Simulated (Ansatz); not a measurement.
# Is the response still linear at 0.3 V/Å? 1T-VClI 3 layers, AA

The dipole of a slab grows in proportion to a weak field along its normal. Does the weak-field slope carry to a strong field?

Set-up. Ansatz 0.2.0, plane waves with PAW datasets (its set soft_2), PBE-D3(BJ); atoms held at their relaxed places, 18 Å of vacuum, dipole correction, cell area 12.76 Å², spin-polarised, 12×12 k-points, smearing 0.05 eV. Without field the slab has a gap of 0.33 eV.

| run | field (V/Å) | dipole (e·Å) |
| --- | --- | --- |
| run 1 | −0.05 | −0.15515 |
| run 2 | 0.00 | −0.09873 |
| run 3 | 0.05 | −0.04165 |
| run 4 | 0.10 | 0.01589 |
| run 5 | 0.30 | ? |

Q: Estimate the withheld value from the rows shown.

A least-squares line through the 4 rows shown has slope 1.140400 and intercept −0.098420; no row lies more than 0.00031 e·Å off it. A perfect conductor with that slope would be 180.95 × 1.14040 / 12.76 = 16.17 Å thick. At 0.30 it gives 1.140400 × 0.30 + (−0.098420) = 0.24370 e·Å, beyond the rows fitted. Rounding and scatter of the rows alone allow about ±0.00114 e·Å there.

The run itself gives 0.24854 e·Å: a miss of +0.00484 e·Å. That is 1.4 % of the induced dipole, a small departure from the straight line; meanwhile the gap has gone from 0.33 eV to 0.21 eV.

Caveats: Ions are held, so this is the electronic response. Of the series that stay linear within 1 %, this collection keeps about one in seven, and it keeps all that bend. With a small gap or none the response hangs on mesh and smearing, which were not varied here. Spin-orbit coupling is left out, which changes the bands of elements this heavy.
